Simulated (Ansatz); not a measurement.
# Cl-SnSn-Cl chair monolayer in a perpendicular field

Aim: how the Cl-SnSn-Cl chair monolayer screens a field along its normal, and what the field does to its bands. A positive field points along +c.

Calculated with Ansatz 0.2.0; plane-wave DFT, PBE-D3(BJ), Ansatz PAW.

## 1. Set-up

The cell holds 4 atoms: 2 Cl and 2 Sn. Cell: a = 4.587 Å, b = 4.587 Å, c = 42.447 Å, α = 90.0°, β = 90.0°, γ = 120.0°. Vacuum lies along c.

## 2. Relaxing the slab

The starting cell is a guess, so the in-plane lattice and the atoms are relaxed first, with the slab cut off from its images along the normal.

The input, input.yaml:

```yaml
crystal:
  lattice:
    - [4.587, 0.0, 0.0]
    - [-2.2935, 3.9724585272, 0.0]
    - [0.0, 0.0, 42.4466666658]
  atoms:
    - { symbol: Cl, position: [0.6666666667, 0.3333333333, 0.4323072091] }
    - { symbol: Sn, position: [0.6666666667, 0.3333333333, 0.4890843411] }
    - { symbol: Sn, position: [0.3333333333, 0.6666666667, 0.5109156589] }
    - { symbol: Cl, position: [0.3333333333, 0.6666666667, 0.5676927909] }
  periodic: [true, true, false]
kpoints:
  mp_grid: { grid: [12, 12, 1] }
hamiltonian:
  xc: pbe
  dispersion: d3bj
scf:
  occupations: { method: fermi_dirac, width: 0.05 }
  convergence: { dr2_threshold: 1.0e-09 }
relax:
  f_tol: 0.004
  max_steps: 90
  cell: {}
output:
  write_potential: true
  write_density: true
  volumetric_format: npy
```

Run with:

```console
$ ansatz run input.yaml --threads 2 --pin off --max-ram 3072MiB --backend cpu --events-out ev --progress --plain --runs-dir out
```

Numbers of over 12 decimals in the logs are rounded to 6 here.

The log of the run:

```text
Warning: relax.cell: scf.convergence.dr2_threshold = 1e-9 eV is looser than the 1.61317960664e-10 eV advised for a relaxation that steers and ends on the stress (1e-10 eV for each atom of the cell: 4, times the square of relax.cell.stress_2d_tol = 0.05 N/m over 15.7 Å (the atoms' height at the walk's start and 5 Å past either face), 3.175e-2 GPa, over a crystal's default 0.05). What an SCF threshold leaves in a stress goes as its square root, and in the free energy as the threshold itself, and one threshold admits the most on a small cell: [figures from the program's tests cut] Set scf.convergence.dr2_threshold to 1.61317960664e-10 eV or tighter. [rest of the remark cut]
Engine: ansatz 0.2.0, x86_64-unknown-linux-gnu
Pseudopotentials: kind: paw
Pseudopotential: Cl, paw, valence charge 7, recommended cutoff 420 eV (normal), Cl.paw.azcp
Pseudopotential: Sn, paw, valence charge 14, recommended cutoff 420 eV (normal), Sn.paw.azcp
Functional definition: PBE
  parameter kappa = 0.804
  parameter beta = 0.066725
  exchange = pbe_x(kappa = kappa, mu = beta*pi^2/3)
  correlation = pbe_c(beta = beta)
Crystal: 4 atoms, lattice volume = 773.449 Å³
Basis set: ecut = 420 eV, 15255 PW (Γ), exchange–correlation on 64×64×576 points (8 copies of the dense FFT grid, shifted against one another)
Bands: 26, of which v1, the nominal top of the filled ones, is band 21 counted from 1 (20 counted from 0)
Symmetry: 12 space group operations
Space group: P-3m1 (ITA 164), of the structure as read, at distance tolerance 9.2e-5 Å
k-points: 19 of 144
Non-local potential: Cl, projectors of the file, l = 0: 2, l = 1: 2, l = 2: 2
Non-local potential: Sn, projectors of the file, l = 0: 2, l = 1: 2, l = 2: 2, l = 3: 2
PAW form: soft (Blöchl's): semilocal exchange-correlation on the pseudo side does not see the compensation charge
PAW one-centre angular grid: Cl, 110 points (default); XC on 64 Gauss nodes
PAW one-centre angular grid: Sn, 590 points (default); XC on 64 Gauss nodes
Initial density: superposition of atomic densities (neutral atoms: chi_scale 0, normalization atom), corrected by the library's trained network
Initial wavefunctions: pseudopotential atomic-orbital guess
Functional: x = pbe(κ = 0.804, μ = 0.219515), c = pbe(β = 0.066725)
SCF iter   1: F=—  HF=-14210.154770 eV  |F-HF|=—  |Δ(HF+E_count)|=         —  Δρ=1.90e-3  dr2=1.53e-1  ethr=1.77e-3  ⟨swp⟩=16.7  Hψ=4167  notcnv=0
preconditioner: auto → Resta (q_TF=auto, 1.679 Å⁻¹)  ε∞=1.6  [insulator: Δε(μ)=0.225 eV  Ē_g=7.082 eV  σ=0.050 eV  W_gap=0.79  n_scr=64 (ndim 8)  ℏωp=5.7 eV  f_vac=0.791  D(μ)=0.08/eV (n_scr^D=0)  ε∞_Penn≈1.6  vacuum switching on, ρ_ref=3.6e-3 e/Å³]
SCF iter   2: F=—  HF=-14210.126926 eV  |F-HF|=—  |Δ(HF+E_count)|=   2.78e-2  Δρ=1.33e-3  dr2=2.89e-2  ethr=3.65e-4  ⟨swp⟩=4.3  Hψ=1035  notcnv=0  defer=8
preconditioner: auto → LDOS  [insulator: Δε(μ)=0.184 eV  Ē_g=7.271 eV  σ=0.050 eV  W_gap=0.70  n_scr=64 (ndim 8)  ℏωp=5.7 eV  f_vac=0.791  D(μ)=0.10/eV (n_scr^D=2)  ε∞_Penn≈1.6  β→1.0]
SCF iter   3: F=—  HF=-14210.120176 eV  |F-HF|=—  |Δ(HF+E_count)|=   6.75e-3  Δρ=2.02e-4  dr2=3.25e-4  ethr=6.88e-5  ⟨swp⟩=2.9  Hψ=797  notcnv=0  defer=8
SCF iter   4: F=—  HF=-14210.120246 eV  |F-HF|=—  |Δ(HF+E_count)|=   6.98e-5  Δρ=5.45e-5  dr2=2.77e-5  ethr=7.74e-7  ⟨swp⟩=3.6  Hψ=1117  notcnv=0  defer=8
SCF iter   5: F=—  HF=-14210.120261 eV  |F-HF|=—  |Δ(HF+E_count)|=   1.43e-5  Δρ=2.04e-5  dr2=4.49e-6  ethr=6.59e-8  ⟨swp⟩=3.0  Hψ=1015  notcnv=0  defer=8
SCF iter   6: F=—  HF=-14210.120266 eV  |F-HF|=—  |Δ(HF+E_count)|=   5.49e-6  Δρ=5.19e-6  dr2=1.81e-7  ethr=1.07e-8  ⟨swp⟩=3.1  Hψ=1074  notcnv=0  defer=8
SCF iter   7: F=—  HF=-14210.120405 eV  |F-HF|=—  |Δ(HF+E_count)|=   1.39e-4  Δρ=1.07e-6  dr2=8.78e-9  ethr=4.30e-10  ⟨swp⟩=3.1  Hψ=1074  notcnv=0  defer=8
SCF iter   8: F=-14210.120405 eV  HF=-14210.120405 eV  |F-HF|=3.81e-9  |Δ(HF+E_count)|=   3.63e-8  Δρ=2.84e-7  dr2=4.77e-10  ethr=2.38e-12  ⟨swp⟩=12.8  Hψ=4080  notcnv=0
SCF 1 converged in 8 iterations: F = -14210.120405 eV  dr2 = 4.77e-10
  greatest PAW one-centre occupation: 0.991 electrons in one spin orbital (limit 2), on the Sn atom at site 2 (counted from 0), in its partial waves of l = 2
relax step   1: F+E_penalty+E_count = -14210.12040463 eV  Δ(F+E_penalty+E_count) = +0.000e0 eV  max|allowed force component| = 6.648e-1 eV/Å  Δτ_max = 0.0000 Å  P = +1.699 N/m  Ω = 773.449 Å³  fix = [c, alpha, beta]  reactions: c +0.000 N/m  (8 SCF iters, accepted)
Crystal: 4 atoms, lattice volume = 799.437 Å³
Basis set: ecut = 420 eV, 15675 PW (Γ), exchange–correlation on 64×64×576 points (8 copies of the dense FFT grid, shifted against one another)
Initial density: handed on by an earlier stage of this run
Initial wavefunctions: those handed on with the density
iter 1 solved again at ethr=3.42e-4 eV; its pass at ethr=3.10e-3 eV (dr2=1.44e-1 eV) is discarded
SCF iter   1: F=—  HF=-14210.234474 eV  |F-HF|=—  |Δ(HF+E_count)|=         —  Δρ=4.85e-3  dr2=1.50e-1  ethr=3.42e-4  ⟨swp⟩=2.1  Hψ=3953  notcnv=0
preconditioner: auto → LDOS  [insulator: Δε(μ)=0.876 eV  Ē_g=7.480 eV  σ=0.050 eV  W_gap=0.67  n_scr=76 (ndim 8)  ℏωp=5.6 eV  f_vac=0.805  D(μ)=0.22/eV (n_scr^D=2)  ε∞_Penn≈1.6  β→1.0]
SCF iter   2: F=—  HF=-14210.266781 eV  |F-HF|=—  |Δ(HF+E_count)|=   3.23e-2  Δρ=3.49e-3  dr2=2.15e-1  ethr=3.42e-4  ⟨swp⟩=4.7  Hψ=1099  notcnv=0
SCF iter   3: F=—  HF=-14210.201791 eV  |F-HF|=—  |Δ(HF+E_count)|=   6.50e-2  Δρ=7.55e-4  dr2=7.53e-3  ethr=3.42e-4  ⟨swp⟩=4.4  Hψ=1027  notcnv=0  defer=1
SCF iter   4: F=—  HF=-14210.200217 eV  |F-HF|=—  |Δ(HF+E_count)|=   1.57e-3  Δρ=2.16e-4  dr2=5.69e-4  ethr=1.79e-5  ⟨swp⟩=3.0  Hψ=930  notcnv=0  defer=2
SCF iter   5: F=—  HF=-14210.200053 eV  |F-HF|=—  |Δ(HF+E_count)|=   1.64e-4  Δρ=3.25e-5  dr2=4.21e-6  ethr=1.36e-6  ⟨swp⟩=2.7  Hψ=830  notcnv=0  defer=2
SCF iter   6: F=—  HF=-14210.200178 eV  |F-HF|=—  |Δ(HF+E_count)|=   1.25e-4  Δρ=9.45e-6  dr2=4.93e-7  ethr=1.00e-8  ⟨swp⟩=3.7  Hψ=1160  notcnv=0  defer=2
SCF iter   7: F=—  HF=-14210.200178 eV  |F-HF|=—  |Δ(HF+E_count)|=   4.49e-7  Δρ=3.23e-6  dr2=4.61e-8  ethr=1.17e-9  ⟨swp⟩=2.9  Hψ=989  notcnv=0  defer=2
SCF iter   8: F=-14210.200179 eV  HF=-14210.200179 eV  |F-HF|=2.03e-8  |Δ(HF+E_count)|=   8.52e-8  Δρ=3.76e-7  dr2=9.00e-10  ethr=2.38e-12  ⟨swp⟩=11.7  Hψ=4903  notcnv=0
SCF 2 converged in 8 iterations: F = -14210.200179 eV  dr2 = 9.00e-10
[...]
SCF iter   2: F=—  HF=-14210.270925 eV  |F-HF|=—  |Δ(HF+E_count)|=   3.28e-3  Δρ=9.50e-4  dr2=1.67e-2  ethr=2.84e-5  ⟨swp⟩=3.4  Hψ=1167  notcnv=0
SCF iter   3: F=—  HF=-14210.266141 eV  |F-HF|=—  |Δ(HF+E_count)|=   4.78e-3  Δρ=2.36e-4  dr2=8.92e-4  ethr=2.84e-5  ⟨swp⟩=3.0  Hψ=887  notcnv=0
SCF iter   4: F=—  HF=-14210.265980 eV  |F-HF|=—  |Δ(HF+E_count)|=   1.61e-4  Δρ=5.09e-5  dr2=2.73e-5  ethr=2.12e-6  ⟨swp⟩=2.9  Hψ=804  notcnv=0
SCF iter   5: F=—  HF=-14210.265959 eV  |F-HF|=—  |Δ(HF+E_count)|=   2.18e-5  Δρ=1.03e-5  dr2=8.05e-7  ethr=6.50e-8  ⟨swp⟩=3.5  Hψ=1098  notcnv=0
SCF iter   6: F=—  HF=-14210.266098 eV  |F-HF|=—  |Δ(HF+E_count)|=   1.40e-4  Δρ=3.45e-6  dr2=6.27e-8  ethr=1.92e-9  ⟨swp⟩=2.8  Hψ=1009  notcnv=0
SCF iter   7: F=—  HF=-14210.266099 eV  |F-HF|=—  |Δ(HF+E_count)|=   4.80e-7  Δρ=6.79e-7  dr2=2.55e-9  ethr=1.49e-10  ⟨swp⟩=3.3  Hψ=1064  notcnv=0
SCF iter   8: F=-14210.266099 eV  HF=-14210.266099 eV  |F-HF|=3.15e-9  |Δ(HF+E_count)|=   4.73e-8  Δρ=1.14e-7  dr2=1.04e-10  ethr=2.38e-12  ⟨swp⟩=12.1  Hψ=3850  notcnv=0
SCF 3 converged in 8 iterations: F = -14210.266099 eV  dr2 = 1.04e-10
relax step   3: F+E_penalty+E_count = -14210.26609868 eV  Δ(F+E_penalty+E_count) = -6.592e-2 eV  max|allowed force component| = 1.340e-1 eV/Å  Δτ_max = 0.0483 Å  P = +0.960 N/m  Ω = 819.849 Å³  energy of the carried Pulay correction = -9.818e-4 eV  fix = [c, alpha, beta]  reactions: c +0.000 N/m  (8 SCF iters, accepted)
[...]
relax step   4: F+E_penalty+E_count = -14210.29218292 eV  Δ(F+E_penalty+E_count) = -2.608e-2 eV  max|allowed force component| = 1.194e-1 eV/Å  Δτ_max = 0.0046 Å  P = +0.275 N/m  Ω = 848.604 Å³  energy of the carried Pulay correction = -1.562e-3 eV  fix = [c, alpha, beta]  reactions: c +0.000 N/m  (8 SCF iters, accepted)
[...]
relax step   5: F+E_penalty+E_count = -14210.29718411 eV  Δ(F+E_penalty+E_count) = -5.001e-3 eV  max|allowed force component| = 4.456e-3 eV/Å  Δτ_max = 0.0221 Å  P = +0.037 N/m  Ω = 865.522 Å³  energy of the carried Pulay correction = -1.894e-3 eV  fix = [c, alpha, beta]  reactions: c +0.000 N/m  (7 SCF iters, accepted)
[...]
relax step   6: F+E_penalty+E_count = -14210.29720205 eV  Δ(F+E_penalty+E_count) = -1.794e-5 eV  max|allowed force component| = 5.475e-4 eV/Å  Δτ_max = 0.0002 Å  P = +0.004 N/m  Ω = 867.178 Å³  energy of the carried Pulay correction = -1.926e-3 eV  fix = [c, alpha, beta]  reactions: c +0.000 N/m  (6 SCF iters, accepted)
Basis set: ecut = 420 eV, 16851 PW (Γ), exchange–correlation on 72×72×576 points (8 copies of the dense FFT grid, shifted against one another)
Initial wavefunctions: pseudopotential atomic-orbital guess (no wavefunctions were taken with the density)
iter 1 solved again at ethr=5.07e-7 eV; its pass at ethr=3.10e-3 eV (dr2=2.13e-4 eV) is discarded
SCF iter   1: F=—  HF=-14210.299524 eV  |F-HF|=—  |Δ(HF+E_count)|=         —  Δρ=3.75e-5  dr2=1.76e-6  ethr=5.07e-7  ⟨swp⟩=5.4  Hψ=5825  notcnv=0
SCF iter   2: F=—  HF=-14210.299674 eV  |F-HF|=—  |Δ(HF+E_count)|=   1.50e-4  Δρ=1.03e-5  dr2=5.92e-7  ethr=4.19e-9  ⟨swp⟩=3.4  Hψ=1239  notcnv=0
SCF iter   3: F=—  HF=-14210.299673 eV  |F-HF|=—  |Δ(HF+E_count)|=   1.01e-6  Δρ=3.08e-6  dr2=7.63e-8  ethr=1.41e-9  ⟨swp⟩=2.5  Hψ=963  notcnv=0
SCF iter   4: F=—  HF=-14210.299674 eV  |F-HF|=—  |Δ(HF+E_count)|=   5.97e-7  Δρ=6.90e-7  dr2=3.92e-9  ethr=1.82e-10  ⟨swp⟩=3.1  Hψ=1082  notcnv=0
SCF iter   5: F=-14210.299674 eV  HF=-14210.299674 eV  |F-HF|=7.10e-9  |Δ(HF+E_count)|=   6.85e-8  Δρ=1.36e-7  dr2=3.64e-10  ethr=2.38e-12  ⟨swp⟩=18.6  Hψ=4632  notcnv=0
SCF 7 converged in 5 iterations: F = -14210.299674 eV  dr2 = 3.64e-10
relax step   7: F+E_penalty+E_count = -14210.29967413 eV  Δ(F+E_penalty+E_count) = -2.472e-3 eV  max|allowed force component| = 2.418e-3 eV/Å  Δτ_max = 0.0000 Å  P = +0.011 N/m  Ω = 867.178 Å³  fix = [c, alpha, beta]  reactions: c +0.000 N/m  stress off target by 1.08e-2 N/m on what of the cell is left free  SCF on the basis re-selected at this cell (its energy is not comparable with the rows above)  (5 SCF iters)
basis re-selected at this cell: Δ(F+E_penalty+E_count) = -2.472e-3 eV, ΔP = +0.007 N/m vs the last step (what re-selecting the basis moved, of the pressure what is left beyond the Pulay correction that the steps carried, after the strain that the cell walked since its last selection, with what the two solves' SCF thresholds leave and, on support functions, any second-order correction that the steps lacked; it is no measure of the basis error at this ecutwfc). The dense FFT grid was sized anew with the basis: this SCF ran on 36×36×288 points, the steps before it on 32×32×288, so part of this shift can come from that change (see relax.cell in the input reference). [rest of the remark cut]
WARN: The output density's exchange-correlation potential varies sharply where the density is thin. Do not read a vacuum level from v_tot or v_xc, or from such a field of the output density. On a cell that repeats whose density bears no net charge and no dipole along the vacuum's axis use v_es (v_loc + v_h of the components); under efield.dipole_correction with no amplitude use v_es + v_field, which holds any externa [...]
SCF converged after 5 iterations
Free energy (F): -14210.299674 eV
Harris-Foulkes:  -14210.299674 eV  (|F-HF|=7.10e-9)
Internal energy: -14210.297672 eV  (E = F + TS)
E sigma→0 (E₀):  -14210.298673 eV
Entropy (-TS):   -0.002002 eV (-0.500 meV/atom)
Fermi energy:    -6.361381 eV
--- Per-component energies (eV) ---
  E_band       = -812.764396
  E_kinetic    = 693.194227
  E_local      = -71423.502056  (includes V_loc(G=0)·N_el)
  E_nonlocal   = -6.732614
  E_hartree    = 35532.610338
  E_xc         = -976.451783
  E_vxc        = -432.289814  (∫ρ·V_xc dr)
  E_paw        = -9593.920928  (= ΣΔE_a)
  E_vpaw       = -708.652477  (= ΣTr[D̂ρ^β])
  E_aug_tail   = 0.000180  (compensation charges beyond the density's cutoff)
  E_ewald      = 31565.030883
  E_disp       = -0.525919  (pairwise vdW)
  E_smearing   = -0.002002  (= −TS)
  E_closure    = -0.000000  (closes the sum)
  Σ components = -14210.299674   (vs F -14210.299674, Δ=0.00e0)
--- Forces (eV/Å), atoms counted from 1 ---
  atom   1  Cl     0.00000000     0.00000000     0.00241811
  atom   2  Sn     0.00000000     0.00000000    -0.00098267
  atom   3  Sn     0.00000000    -0.00000000     0.00098267
  atom   4  Cl     0.00000000    -0.00000000    -0.00241811
  max |Σ_I F_I| component: 1.85e-17 eV/Å
--- 2D stress c σ (N/m, compression-positive) ---
        0.010761       0.000000       0.000000
        0.000000       0.010761      -0.000000
        0.000000      -0.000000       0.000000
  P = ½ c Tr σ = 0.0108 N/m
--- Band table (eV; the first three rows and the last of 19) ---
  k-point 0: bands = [... 17 lower, -8.5312, -8.5312, -6.8580, -6.4086, -6.4086, -4.5033, -3.1481, -3.1481, ... 1 higher]
  k-point 1: bands = [... 17 lower, -8.5439, -8.5337, -7.3961, -6.4916, -5.7993, -4.4546, -3.1705, -2.9536, ... 1 higher]
  k-point 2: bands = [... 17 lower, -8.5774, -8.5415, -7.8915, -6.6823, -5.1994, -4.3160, -3.0165, -2.4390, ... 1 higher]
  k-point 18: bands = [... 17 lower, -8.7422, -8.5142, -8.5142, -7.7606, -2.9886, -2.9886, -2.0443, -2.0443, ... 1 higher]
  the weakly bound empty levels are not read free of the cell's end (no_gap_told)
--- Relaxed structure (6 steps of the walk, 6 accepted, 1 SCFs on fresh bases) ---
  F+E_penalty+E_count = -14210.29967413 eV   max|allowed force component| = 2.418e-3 eV/Å   (the final SCF, on the basis selected at the relaxed cell)
  cell:  # Å, volume = 867.1784 Å³
    - [4.856989, 0.0, 0]
    - [-2.428494, 4.206276, 0]
    - [0, 0, 42.4466666658]
  atoms:
    - { symbol: Cl, position: [0.666667, 0.333333, 0.436080] }
    - { symbol: Sn, position: [0.666667, 0.333333, 0.491937] }
    - { symbol: Sn, position: [0.333333, 0.666667, 0.508063] }
    - { symbol: Cl, position: [0.333333, 0.666667, 0.563920] }
```

The job ended after 45 s (2 threads of AMD EPYC 9R14 (Zen 4), shared host; peak memory 1.2 GiB; 88 s of CPU time).

The steps of the relaxation:

```
step  energy less that of the first step (eV)  largest force component (eV/Å)  volume (Å³)
   1                                   0.0000                          0.6648       773.45
   2                                  -0.0798                          0.3203       799.44
   3                                  -0.1457                          0.1340       819.85
   4                                  -0.1718                          0.1194       848.60
   5                                  -0.1768                          0.0045       865.52
   6                                  -0.1768                          0.0005       867.18
  7*                                  -0.1793                          0.0024       867.18
```

Relaxation steps marked * repeat the geometry before them on a plane-wave basis chosen anew for their cell, so energy and pressure can jump there.

The run keeps the 12 symmetry operations that it works with, so distortions that break them were not tested.

```
cell as run  before  after  change
      a (Å)   4.587  4.857  +5.9 %
      b (Å)   4.587  4.857  +5.9 %
```

The atoms that moved most (Å, along periodic axes as changes of fractional coordinates times the final cell, across vacuum about the mean position):

```
atom     dx     dy      dz  length
 Cl1  0.000  0.000   0.160   0.160
 Cl4  0.000  0.000  -0.160   0.160
 Sn2  0.000  0.000   0.121   0.121
 Sn3  0.000  0.000  -0.121   0.121
```

The relaxed structure:

```xyz
4
Lattice="4.8570 0.0000 0.0000 -2.4285 4.2063 0.0000 0.0000 0.0000 42.4467" Properties=species:S:1:pos:R:3
Cl    2.4285    1.4021   18.5101
Sn    2.4285    1.4021   20.8811
Sn    0.0000    2.8042   21.5656
Cl    0.0000    2.8042   23.9365
```

Numbers from this step:

```yaml
energy_at_zero_smearing: -14210.2987 eV
```

The lattice constant a goes from 4.587 to 4.857 Å.

[end of part 1 of 2]

[Logs are printed without paths, hosts, clocks, repeated set-up lines and the standing remarks that a program may print on its own settings, such as how far it seeks lower states.]

[Hosts, paths, dates, database ids (printed as entryN), source tags and the programs' standing remarks are cut or masked in the printed files.]

[Maps of the electrostatic potential energy from Ansatz leave out the sawtooth potential of an applied field or a dipole correction, so their vacuum need not be flat; planar profiles and work functions include it.]
